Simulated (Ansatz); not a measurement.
**Convergence of a linear-scaling basis for 60-degree dislocation dipole in Si (shuffle set) (120 atoms)**

Aim: test how closely localised support functions follow the reference on 60-degree dislocation dipole in Si (shuffle set) (120 atoms), and at what cost. A setting counts as converged where the r.m.s. difference of forces stays under 1 % of the r.m.s. force.

Program: Ansatz 0.2.0. Level of theory: Kohn-Sham DFT, PBE, PAW (set soft_2), plane waves. Results are calculated unless marked as measured.

**1. The structure**

The cell holds 120 atoms: 120 Si. Cell: a = 33.258 Å, b = 18.911 Å, c = 3.840 Å, α = 92.9°, β = 90.0°, γ = 85.0°. It derives from Si (diamond-structure). Diamond-structure Si (a = 5.431 Å), x, y, z along [11-2], [111], [1-10], 5 x 2 x 1 period; two opposite 60-degree dislocations along z, half a cell apart on one glide plane, laid by the isotropic elastic field summed over images, cell tilted by half the Burgers vector; not relaxed, displaced by a Gaussian of 0.02 Å.

Limits known from the start: The cell is under 6 Å thick along one periodic direction, so every atom has periodic images of itself close by, which move with it and show among its neighbours and in g(r). The host structure and its lattice constant were typed by rule, without a check against the phase diagram.

**2. Plane-wave single point**

This run is the reference for what follows, at a cutoff of 420 eV.

Input file input.yaml:

```yaml
crystal:
  lattice:
    - [33.25795, 0.0, 0.0]
    - [1.6629, 18.81354, -0.96005]
    - [0.0, 0.0, 3.8403]
  atoms:
    - { symbol: Si, position: [0.88901, 0.00636, 0.58736] }
    - { symbol: Si, position: [0.88264, 0.13293, 0.59047] }
    - { symbol: Si, position: [0.95079, 0.16165, 0.60123] }
    - { symbol: Si, position: [0.94705, 0.28851, 0.59385] }
    - { symbol: Si, position: [0.78788, 0.01789, 0.09247] }
    - { symbol: Si, position: [0.78149, 0.14311, 0.10691] }
    - { symbol: Si, position: [0.84788, 0.17918, 0.10447] }
    - { symbol: Si, position: [0.84437, 0.30458, 0.12424] }
    - { symbol: Si, position: [0.9133, 0.333, 0.10765] }
    - { symbol: Si, position: [0.91419, 0.45632, 0.10614] }
    - { symbol: Si, position: [0.68821, 0.01613, 0.57432] }
    - { symbol: Si, position: [0.68129, 0.14084, 0.61912] }
    - { symbol: Si, position: [0.74583, 0.18672, 0.63353] }
    - { symbol: Si, position: [0.74066, 0.31404, 0.65099] }
    - { symbol: Si, position: [0.80712, 0.35241, 0.63548] }
    - { symbol: Si, position: [0.8069, 0.47397, 0.64197] }
    - { symbol: Si, position: [0.88196, 0.50271, 0.60541] }
    - { symbol: Si, position: [0.88978, 0.62584, 0.58413] }
    - { symbol: Si, position: [0.95681, 0.66104, 0.59014] }
    - { symbol: Si, position: [0.95934, 0.78695, 0.58674] }
    - { symbol: Si, position: [0.58939, 0.0045, 0.07216] }
    - { symbol: Si, position: [0.58158, 0.12868, 0.12128] }
    - { symbol: Si, position: [0.64653, 0.1814, 0.14815] }
    - { symbol: Si, position: [0.63702, 0.30357, 0.18338] }
    - { symbol: Si, position: [0.70379, 0.35708, 0.18377] }
    - { symbol: Si, position: [0.69401, 0.48513, 0.23899] }
    - { symbol: Si, position: [0.77092, 0.52392, 0.14449] }
    - { symbol: Si, position: [0.79879, 0.64831, 0.05718] }
    - { symbol: Si, position: [0.86048, 0.67537, 0.07285] }
    - { symbol: Si, position: [0.86157, 0.80347, 0.07752] }
    - { symbol: Si, position: [0.92632, 0.83439, 0.07931] }
    - { symbol: Si, position: [0.92234, 0.96032, 0.0877] }
    - { symbol: Si, position: [0.49085, 0.98566, 0.56011] }
    - { symbol: Si, position: [0.48283, 0.11013, 0.62486] }
    - { symbol: Si, position: [0.54586, 0.16472, 0.63379] }
    - { symbol: Si, position: [0.53578, 0.2893, 0.69208] }
    - { symbol: Si, position: [0.59988, 0.34092, 0.70434] }
    - { symbol: Si, position: [0.58619, 0.46377, 0.77437] }
    - { symbol: Si, position: [0.65155, 0.51404, 0.78898] }
    - { symbol: Si, position: [0.71819, 0.64163, 0.40959] }
    - { symbol: Si, position: [0.7705, 0.69752, 0.51587] }
    - { symbol: Si, position: [0.76617, 0.81376, 0.54101] }
    - { symbol: Si, position: [0.829, 0.85069, 0.56009] }
    - { symbol: Si, position: [0.82368, 0.97405, 0.57896] }
    - { symbol: Si, position: [0.39072, 0.96911, 0.06571] }
    - { symbol: Si, position: [0.38327, 0.09407, 0.10612] }
    - { symbol: Si, position: [0.44696, 0.14645, 0.13425] }
    - { symbol: Si, position: [0.4363, 0.27282, 0.1974] }
    - { symbol: Si, position: [0.49857, 0.32463, 0.21802] }
    - { symbol: Si, position: [0.48429, 0.44915, 0.28714] }
    - { symbol: Si, position: [0.54554, 0.49625, 0.31106] }
    - { symbol: Si, position: [0.62785, 0.62431, 0.88167] }
    - { symbol: Si, position: [0.68281, 0.67685, 0.92222] }
    - { symbol: Si, position: [0.66879, 0.80439, 0.9853] }
    - { symbol: Si, position: [0.73058, 0.85461, 0.03429] }
    - { symbol: Si, position: [0.72368, 0.97854, 0.07039] }
    - { symbol: Si, position: [0.29286, 0.95522, 0.56117] }
    - { symbol: Si, position: [0.28526, 0.08492, 0.60203] }
    - { symbol: Si, position: [0.34833, 0.13007, 0.63182] }
    - { symbol: Si, position: [0.33974, 0.25596, 0.67458] }
    - { symbol: Si, position: [0.39934, 0.3088, 0.7125] }
    - { symbol: Si, position: [0.3864, 0.43546, 0.77405] }
    - { symbol: Si, position: [0.4456, 0.48653, 0.80727] }
    - { symbol: Si, position: [0.52803, 0.6125, 0.37857] }
    - { symbol: Si, position: [0.58949, 0.66284, 0.40676] }
    - { symbol: Si, position: [0.57292, 0.78878, 0.47224] }
    - { symbol: Si, position: [0.63478, 0.84246, 0.49925] }
    - { symbol: Si, position: [0.62596, 0.96615, 0.56489] }
    - { symbol: Si, position: [0.19018, 0.95711, 0.06464] }
    - { symbol: Si, position: [0.18476, 0.08279, 0.1047] }
    - { symbol: Si, position: [0.24953, 0.12096, 0.11561] }
    - { symbol: Si, position: [0.24319, 0.2433, 0.14603] }
    - { symbol: Si, position: [0.30558, 0.29112, 0.19073] }
    - { symbol: Si, position: [0.29305, 0.42014, 0.25281] }
    - { symbol: Si, position: [0.34853, 0.47358, 0.29156] }
    - { symbol: Si, position: [0.4286, 0.59788, 0.87662] }
    - { symbol: Si, position: [0.48882, 0.64822, 0.90048] }
    - { symbol: Si, position: [0.47499, 0.77291, 0.97481] }
    [... 36 atom lines left out ...]
    - { symbol: Si, position: [0.0575, 0.64754, 0.08137] }
    - { symbol: Si, position: [0.05978, 0.77053, 0.07651] }
    - { symbol: Si, position: [0.12886, 0.79959, 0.07206] }
    - { symbol: Si, position: [0.12549, 0.92523, 0.07992] }
    - { symbol: Si, position: [0.02515, 0.81699, 0.58123] }
    - { symbol: Si, position: [0.02317, 0.94182, 0.58097] }
kpoints:
  mp_grid: { grid: [1, 1, 4] }
hamiltonian:
  xc: pbe
scf:
  occupations: { method: gaussian, width: 0.025 }
output:
  forces: true
  stress: true
  populations: true
  dos:
    method: { smearing: { sigma: 0.08 } }
    de: 0.1
    projected: { site_lists: { Si: [Si] } }
  eigenvalues: true
  write_density: true
  write_potential: true
  volumetric_format: npy
  elf: true
```

Run with:

```console
$ ansatz run input.yaml --threads 4 --pin off --max-ram 8192MiB --backend cpu --events-out ev --progress --plain --runs-dir out
```

Numbers of over 12 decimals in the logs are rounded to 6 here.

Output:

```text
Engine: ansatz 0.2.0, aarch64-unknown-linux-gnu
Pseudopotentials: kind: paw
Pseudopotential: Si, paw, valence charge 4, recommended cutoff 420 eV (normal), Si.paw.azcp
Functional definition: PBE
  parameter kappa = 0.804
  parameter beta = 0.066725
  exchange = pbe_x(kappa = kappa, mu = beta*pi^2/3)
  correlation = pbe_c(beta = beta)
Crystal: 120 atoms, lattice volume = 2402.875 Å³
Basis set: ecut = 420 eV, 47095 PW (Γ), exchange–correlation on 450×256×54 points (8 copies of the dense FFT grid, shifted against one another)
Bands: 360, of which v1, the nominal top of the filled ones, is band 240 counted from 1 (239 counted from 0)
Symmetry: 1 space group operations
Space group: P1 (ITA 1), of the structure as read, at distance tolerance 1.3e-4 Å
k-points: 3 of 4 (time reversal used)
Non-local potential: Si, projectors of the file, l = 0: 2, l = 1: 2, l = 2: 2
PAW form: soft (Blöchl's): semilocal exchange-correlation on the pseudo side does not see the compensation charge
PAW one-centre angular grid: Si, 110 points (default); XC on 64 Gauss nodes
Initial density: superposition of atomic densities (neutral atoms: chi_scale 0, normalization atom), corrected by the library's trained network
Initial wavefunctions: pseudopotential atomic-orbital guess
Functional: x = pbe(κ = 0.804, μ = 0.219515), c = pbe(β = 0.066725)
SCF iter   1: F=—  HF=-76282.381152 eV  |F-HF|=—  |Δ(HF+E_count)|=         —  Δρ=2.15e-3  dr2=1.40e0  ethr=1.77e-3  ⟨swp⟩=6.0  Hψ=4993  notcnv=0  defer=208
preconditioner: auto → Resta (q_TF=auto, 2.086 Å⁻¹)  ε∞=5.5  [insulator: Δε(μ)=0.076 eV  Ē_g=7.799 eV  σ=0.025 eV  W_gap=0.65  n_scr=388 (ndim 8)  ℏωp=16.6 eV  f_vac=0.000  D(μ)=30.85/eV (n_scr^D=114)  ε∞_Penn≈5.5]
SCF iter   2: F=—  HF=-76282.376102 eV  |F-HF|=—  |Δ(HF+E_count)|=   5.05e-3  Δρ=2.01e-3  dr2=2.18e0  ethr=2.92e-4  ⟨swp⟩=1.0  Hψ=1242  notcnv=0  defer=296
SCF iter   3: F=—  HF=-76282.354413 eV  |F-HF|=—  |Δ(HF+E_count)|=   2.17e-2  Δρ=1.13e-3  dr2=5.88e-1  ethr=2.92e-4  ⟨swp⟩=1.0  Hψ=740  notcnv=0  defer=296
SCF iter   4: F=—  HF=-76282.345641 eV  |F-HF|=—  |Δ(HF+E_count)|=   8.77e-3  Δρ=3.67e-4  dr2=1.43e-2  ethr=1.22e-4  ⟨swp⟩=1.0  Hψ=740  notcnv=0  defer=303
SCF iter   5: F=—  HF=-76282.345333 eV  |F-HF|=—  |Δ(HF+E_count)|=   3.08e-4  Δρ=1.39e-4  dr2=5.51e-3  ethr=2.99e-6  ⟨swp⟩=2.0  Hψ=752  notcnv=0  defer=324
SCF iter   6: F=—  HF=-76282.345361 eV  |F-HF|=—  |Δ(HF+E_count)|=   2.79e-5  Δρ=2.73e-5  dr2=2.33e-4  ethr=1.15e-6  ⟨swp⟩=2.0  Hψ=744  notcnv=0  defer=324
SCF iter   7: F=—  HF=-76282.345319 eV  |F-HF|=—  |Δ(HF+E_count)|=   4.21e-5  Δρ=6.45e-6  dr2=3.78e-6  ethr=4.85e-8  ⟨swp⟩=2.0  Hψ=745  notcnv=0  defer=324
SCF iter   8: F=—  HF=-76282.343709 eV  |F-HF|=—  |Δ(HF+E_count)|=   1.61e-3  Δρ=4.53e-6  dr2=4.08e-6  ethr=7.88e-10  ⟨swp⟩=2.0  Hψ=1802  notcnv=0  defer=340
SCF iter   9: F=-76282.343709 eV  HF=-76282.343709 eV  |F-HF|=6.66e-8  |Δ(HF+E_count)|=   6.26e-8  Δρ=7.17e-7  dr2=8.88e-8  ethr=2.08e-11  ⟨swp⟩=19.7  Hψ=9860  notcnv=0
SCF 1 converged in 9 iterations: F = -76282.343709 eV  dr2 = 8.88e-8
  greatest PAW one-centre occupation: 0.663 electrons in one spin orbital (limit 2), on the Si atom at site 86 (counted from 0), in its partial waves of l = 0
SCF converged after 9 iterations
Free energy (F): -76282.343709 eV
Harris-Foulkes:  -76282.343709 eV  (|F-HF|=6.66e-8)
Internal energy: -76282.333401 eV  (E = F + TS)
E sigma→0 (E₀):  -76282.338555 eV
Entropy (-TS):   -0.010308 eV (-0.086 meV/atom)
Fermi energy:    6.461493 eV
--- Per-component energies (eV) ---
  E_band       = 565.181875
  E_kinetic    = 4857.717655
  E_local      = -3476.779376  (includes V_loc(G=0)·N_el)
  E_nonlocal   = 3127.395753
  E_hartree    = 984.353148
  E_xc         = -6626.251177
  E_vxc        = -5613.538794  (∫ρ·V_xc dr)
  E_paw        = -61535.762790  (= ΣΔE_a)
  E_vpaw       = -298.319501  (= ΣTr[D̂ρ^β])
  E_aug_tail   = 0.000732  (compensation charges beyond the density's cutoff)
  E_ewald      = -13613.007347
  E_smearing   = -0.010308  (= −TS)
  E_closure    = 0.000000  (closes the sum)
  Σ components = -76282.343709   (vs F -76282.343709, Δ=0.00e0)
--- Forces (eV/Å), atoms counted from 1 ---
  atom   1  Si    -0.01139744     0.47313985     0.34851220
  atom   2  Si     0.26692792    -0.13093208     0.26148416
  atom   3  Si    -0.10394936     0.21036172    -0.11216605
  atom   4  Si     0.38857522    -0.44047244     0.38984430
  atom   5  Si     0.35059558    -0.01157037    -0.23552766
  atom   6  Si     0.13086432     0.08607137     0.66695018
  atom   7  Si    -0.01585456    -0.09831335    -0.17434430
  atom   8  Si    -0.22886875     0.31751256    -0.02104960
  atom   9  Si    -0.37095066    -0.02692595    -0.25295115
  atom  10  Si     0.46222351     0.00208978    -0.52912165
  atom  11  Si    -0.05496268     0.11542869     0.29835459
  atom  12  Si     0.34518962     0.07971166     0.80889270
  atom  13  Si    -0.03930326     0.03037876    -0.66520480
  atom  14  Si    -0.06356045    -0.07119191     0.70387597
[...]
atom 119  Si     0.51719222     0.06199612     0.13240541
  atom 120  Si    -0.63428672     0.16035889    -0.04012683
  max |Σ_I F_I| component: 1.85e-5 eV/Å
--- Stress (GPa, compression-positive) ---
        2.418906      -0.005934       0.158491
       -0.005935       2.778477       0.713268
        0.158491       0.713268       3.284620
  P = ⅓ Tr σ = 2.8273 GPa (28.273 kbar)
--- Band table (eV) ---
  k-point 0: bands = ["-5.9018", "-5.8027", "-5.6710", "-5.5311", [... 344 levels ...], "9.8522", "9.8691", "9.8789", "9.9012", "9.9236", "9.9477", "9.9507", "9.9585", "9.9652", "9.9812", "9.9961", "10.0113"]
  k-point 1: bands = ["-5.3703", "-5.2728", "-5.1447", "-5.0031", [... 344 levels ...], "10.4852", "10.5037", "10.5394", "10.5653", "10.5759", "10.6045", "10.6305", "10.6446", "10.6648", "10.6815", "10.7061", "10.7116"]
  k-point 2: bands = ["-4.0787", "-4.0257", "-4.0228", "-3.9264", [... 344 levels ...], "10.1891", "10.2020", "10.2232", "10.2529", "10.2867", "10.3945", "10.4088", "10.4502", "10.4715", "10.4957", "10.5289", "10.5688"]
--- Löwdin populations: 120 sites ---
  site symbol       q [e]
     0     Si      3.9596
     1     Si      3.9656
     2     Si      3.9673
[...]
119     Si      3.9652
  spilling = 0.009827 (of n_electrons = 480.000000)
```

The job ended after 4.4 min (4 threads of Arm Neoverse V1, shared host; peak memory 5.1 GiB; 17 min of CPU time).

The column dr2 measures how far the density is from self-consistency, as an energy; F and HF (Harris–Foulkes) agree once it is small.

The program notes that it cut back its work space to fit the memory limit.

Numbers from this run:

| Quantity | Value |
| --- | --- |
| free energy | -76282.3437 eV |
| free energy per atom | -635.6862 eV/atom |
| SCF cycles | 9 |
| pressure | 2.827 GPa |
| r.m.s. force component | 0.7439 eV/Å |
| longest force | 3.756 eV/Å |
| Fermi energy | 6.461 eV |
| levels partly filled by over 2 per cent | 2 |
| spilling of the projection | 0.009827 |

The r.m.s. force component of 0.74 eV/Å sets the scale for the differences below.

**3. Support functions medium**

The cell is solved in localised support functions. The level medium gives here a grid of 144×90×18 points and a radius of 4.06 Å.

This step: Kohn-Sham DFT, PBE, PAW (set soft_2), localised support functions (medium) (Ansatz 0.2.0).

input.yaml, the sections that differ from step 2:

```yaml
scf:
  occupations: { method: gaussian, width: 0.025 }
  eigensolver: { kind: { support_functions: { accuracy: medium } } }
  max_iter: 150
output:
  forces: true
  eigenvalues: true
# crystal, kpoints, hamiltonian: as in step 2
```

Output:

```text
Warning: scf.eigensolver.kind.support_functions: disabling space-group detection — the functions' gradient is summed over unrotated k-points, so no spatial operation reduces the k-mesh or symmetrises the density; time reversal is kept, so that k and −k are solved as one point where they differ and the mesh holds both, and exact exchange and, on two spinor components, a DFT+U term hold to it where the run has them: [...]
settings of this run that can trade accuracy for cost: scf.eigensolver.kind.support_functions [...]
[...]
Crystal: 120 atoms, lattice volume = 2402.875 Å³
Basis set: ecut = 420 eV, 47095 PW (Γ), exchange–correlation on 450×256×54 points (8 copies of the dense FFT grid, shifted against one another)
Bands: 288, of which v1, the nominal top of the filled ones, is band 240 counted from 1 (239 counted from 0)
Symmetry: 1 space group operations
k-points: 3 of 4 (time reversal used)
[...]
Eigensolver: Support functions (medium, 144×90×18 points, laid for a spacing of at most 0.257060 Å, radius 4.060909 Å, 0 species' potentials softened for the grid, 1 wholly corrected for its errors in the mean over positions, 1 with the egg-box correction, energy correction by stochastic trace)
[...]
SCF iter   1: F=—  HF=-76264.717954 eV  |F-HF|=—  |Δ(HF+E_count)|=         —  Δρ=3.96e-2  dr2=3.72e1  ethr=1.00e-1
[...]
SCF iter  11: F=—  HF=-76282.325376 eV  |F-HF|=—  |Δ(HF+E_count)|=   2.81e-3  Δρ=6.89e-6  dr2=3.44e-5  ethr=2.19e-8  κ⁻¹=7.3e-8(r=7)
SCF iter  12: F=-76282.327743 eV  HF=-76282.327743 eV  |F-HF|=3.14e-7  |Δ(HF+E_count)|=   2.37e-3  Δρ=1.33e-6  dr2=3.84e-7  ethr=7.18e-9
SCF 1 converged in 12 iterations: F = -76282.372053 eV  dr2 = 3.84e-7
[...]
SCF converged after 12 iterations
Stability not checked: this state was not tested for a lower state beside it, because the mixer in use, unlike msr1, does not test its closes by its own steps (another_mixer; see scf.mixing.algorithm and scf.lower_state_search)
Free energy (F): -76282.372053 eV
[...]
Internal energy: -76282.361754 eV  (E = F + TS)
E sigma→0 (E₀):  -76282.366904 eV
Entropy (-TS):   -0.010299 eV (-0.086 meV/atom)
Fermi energy:    6.461954 eV
[...]
Σ components = -76282.372053   (vs F -76282.372053, Δ=0.00e0)
--- Forces (eV/Å), atoms counted from 1 ---
  atom   1  Si    -0.01161246     0.47319052     0.34842828
  atom   2  Si     0.26720036    -0.13102435     0.26149413
  atom   3  Si    -0.10381571     0.21062775    -0.11248255
  atom   4  Si     0.38857469    -0.44061124     0.38962483
[...]
atom 120  Si    -0.63440345     0.16015898    -0.04019661
  max |Σ_I F_I| component: 1.22e-3 eV/Å
--- Band table (eV) ---
[...]
```

Run time: 3.1 min. Hardware: 4 threads; peak memory 3.8 GiB.

The program notes that the band table was not solved further than the SCF left it and it switched symmetry off.

Keys that differ from the reference: support_functions.accuracy = "medium" and scf.max_iter = 150.

Forces differ from the reference by 0.20 meV/Å r.m.s., 0.026 % of their size, well within a tolerance of 1 %; the energy by -0.24 meV/atom. The two runs also began from different starting densities, which bears on cycles and time.

**4. Support functions low**

The level low is asked for. Here it resolves to the same grid and radius as in the run with support functions medium, so the basis is not new.

This step: Kohn-Sham DFT, PBE, PAW (set soft_2), localised support functions (low) (Ansatz 0.2.0).

input.yaml, the sections that differ from step 3:

```yaml
scf:
  occupations: { method: gaussian, width: 0.025 }
  eigensolver: { kind: { support_functions: { accuracy: low } } }
  max_iter: 150
# crystal, kpoints, hamiltonian, output: as in step 3
```

Output:

```text
[...]
Crystal: 120 atoms, lattice volume = 2402.875 Å³
Basis set: ecut = 420 eV, 47095 PW (Γ), exchange–correlation on 450×256×54 points (8 copies of the dense FFT grid, shifted against one another)
Bands: 288, of which v1, the nominal top of the filled ones, is band 240 counted from 1 (239 counted from 0)
Symmetry: 1 space group operations
k-points: 3 of 4 (time reversal used)
[...]
Eigensolver: Support functions (low, 144×90×18 points, laid for a spacing of at most 0.257060 Å, radius 4.060909 Å, 0 species' potentials softened for the grid, 1 wholly corrected for its errors in the mean over positions, 1 with the egg-box correction, energy correction by stochastic trace)
[...]
SCF iter   1: F=—  HF=-76264.717954 eV  |F-HF|=—  |Δ(HF+E_count)|=         —  Δρ=3.96e-2  dr2=3.72e1  ethr=1.00e-1
[...]
SCF iter  11: F=—  HF=-76282.325376 eV  |F-HF|=—  |Δ(HF+E_count)|=   2.81e-3  Δρ=6.89e-6  dr2=3.44e-5  ethr=2.19e-8  κ⁻¹=7.3e-8(r=7)
SCF iter  12: F=-76282.327743 eV  HF=-76282.327743 eV  |F-HF|=3.14e-7  |Δ(HF+E_count)|=   2.37e-3  Δρ=1.33e-6  dr2=3.84e-7  ethr=7.18e-9
SCF 1 converged in 12 iterations: F = -76282.372053 eV  dr2 = 3.84e-7
[...]
SCF converged after 12 iterations
[...]
Free energy (F): -76282.372053 eV
[...]
Internal energy: -76282.361754 eV  (E = F + TS)
E sigma→0 (E₀):  -76282.366904 eV
Entropy (-TS):   -0.010299 eV (-0.086 meV/atom)
Fermi energy:    6.461954 eV
[...]
Σ components = -76282.372053   (vs F -76282.372053, Δ=0.00e0)
--- Forces (eV/Å), atoms counted from 1 ---
  atom   1  Si    -0.01161246     0.47319052     0.34842828
  atom   2  Si     0.26720036    -0.13102435     0.26149413
  atom   3  Si    -0.10381571     0.21062775    -0.11248255
  atom   4  Si     0.38857469    -0.44061124     0.38962483
[...]
atom 120  Si    -0.63440345     0.16015898    -0.04019661
  max |Σ_I F_I| component: 1.22e-3 eV/Å
--- Band table (eV) ---
[...]
```

It took 3 min on 4 threads; peak memory 3.8 GiB.

Keys that differ from the reference: support_functions.accuracy = "low" and scf.max_iter = 150.

Forces differ from the reference by 0.20 meV/Å r.m.s., 0.026 % of their size, well within a tolerance of 1 %; the energy by -0.24 meV/atom. The two runs also began from different starting densities, which bears on cycles and time.

[end of part 1 of 3]

[Logs are printed without paths, hosts, clocks, repeated set-up lines and the standing remarks that a program may print on its own settings, such as how far it seeks lower states.]

[Hosts, paths, dates, database ids (printed as entryN), source tags and the programs' standing remarks are cut or masked in the printed files.]
